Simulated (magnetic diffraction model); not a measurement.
**CoIrPb: what an assumed order does to the neutron pattern**

Space group Pnma (no. 62), a = 6.5940 Å, b = 4.1290 Å, c = 7.5060 Å.

```csv
site,atom,x,y,z
4c,Pb,0.7179,3/4,0.1010
4c,Ir,0.5025,3/4,0.7074
4c,Co,0.3423,3/4,0.0721
```

The compound is invented for this exercise: a known structure type with other elements, its cell scaled to their sizes and not relaxed.

Only Co is taken to order (form factors of Co2+); orders and moment sizes are assumed, and not adapted to the symmetry. Radiation: neutrons of λ = 2.0775 Å (absorption by Ir left out), 8° to 65°; isotropic B of 0.28 Å² (Pb), 0.24 Å² (Ir) and 0.34 Å² (Co). Simulated constant-wavelength pattern: nuclear and magnetic terms add, the magnetic one as |2.695 fm × Σ f S⊥ exp(2πi Q·r) exp(−B s²)|², summed over all Q at one angle with the factor 1/(sin²θ cos θ). For collinear order S is the moment m, which repeats by lattice and centring translations R with the sign exp(−2πi k·R). Free-ion form factors, Sears's scattering lengths of 1992, no absorption; a label names one of the reflections at its angle. The strongest nuclear line in the range is 100, and lines under 0.2 are left out.

Assume the order k = (0 0 1/2), collinear moments along [001], 2.39 μB on Co; signs + at (0.3423, 3/4, 0.0721), − at (0.8423, 3/4, 0.4279), − at (0.6577, 1/4, 0.9279), + at (0.1577, 1/4, 0.5721).

Predict the pattern, nuclear and magnetic parts apart.

| 2θ (°) | index | nuclear | magnetic |
| --- | --- | --- | --- |
| 19.82 | (1 0 1/2) | 0.0 | 12.7 |
| 30.25 | (0 1 1/2) | 0.0 | 2.1 |
| 32.14 | (0 0 2) | 5.2 | 0.0 |
| 33.37 | (0 1 1) | 5.4 | 0.0 |
| 35.49 | (1 1 1/2) | 0.0 | 7.3 |
| 37.14 | (1 0 2) | 18.2 | 0.0 |
| 37.64 | (2 0 1/2) | 0.0 | 1.2 |
| 38.07 | (0 1 3/2) | 0.0 | 2.6 |
| 38.23 | (1 1 1) | 19.9 | 0.0 |
| 40.26 | (2 0 1) | 0.2 | 0.0 |
| 44.33 | (2 0 3/2) | 0.0 | 2.0 |
| 44.69 | (1 0 5/2) | 0.0 | 0.4 |
| 47.55 | (2 1 0) | 0.7 | 0.0 |
| 47.89 | (1 1 2) | 30.1 | 0.0 |
| 48.29 | (2 1 1/2) | 0.0 | 1.3 |
| 49.59 | (2 0 2) | 31.3 | 0.0 |
| 50.46 | (2 1 1) | 100.0 | 0.0 |
| 52.73 | (1 0 3) | 9.9 | 0.0 |
| 53.93 | (2 1 3/2) | 0.0 | 2.6 |
| 54.24 | (1 1 5/2) | 0.0 | 1.2 |
| 57.06 | (3 0 1/2) | 0.0 | 1.0 |
| 58.08 | (0 1 3) | 55.5 | 0.0 |
| 59.00 | (3 0 1) | 13.4 | 0.0 |
| 60.42 | (0 2 0) | 37.8 | 0.0 |
| 61.05 | (0 2 1/2) | 0.0 | 0.3 |
| 61.38 | (1 1 3) | 3.2 | 0.0 |
| 62.82 | (2 0 3) | 0.3 | 0.0 |
| 64.25 | (1 2 1/2) | 0.0 | 1.3 |

The strongest magnetic line in the range is (1 0 1/2) at 19.82° (12.7). On top of the Lorentz factor, which all lines share, magnetic lines fade with angle because f falls: for Co2+ it is 0.91, 0.71, 0.49 and 0.18 at sin θ/λ = 0.1, 0.2, 0.3 and 0.5 Å⁻¹, while nuclear lengths stay constant. The order has no net moment.

[Logs are printed without paths, hosts, clocks, repeated set-up lines and the standing remarks that a program may print on its own settings, such as how far it seeks lower states.]
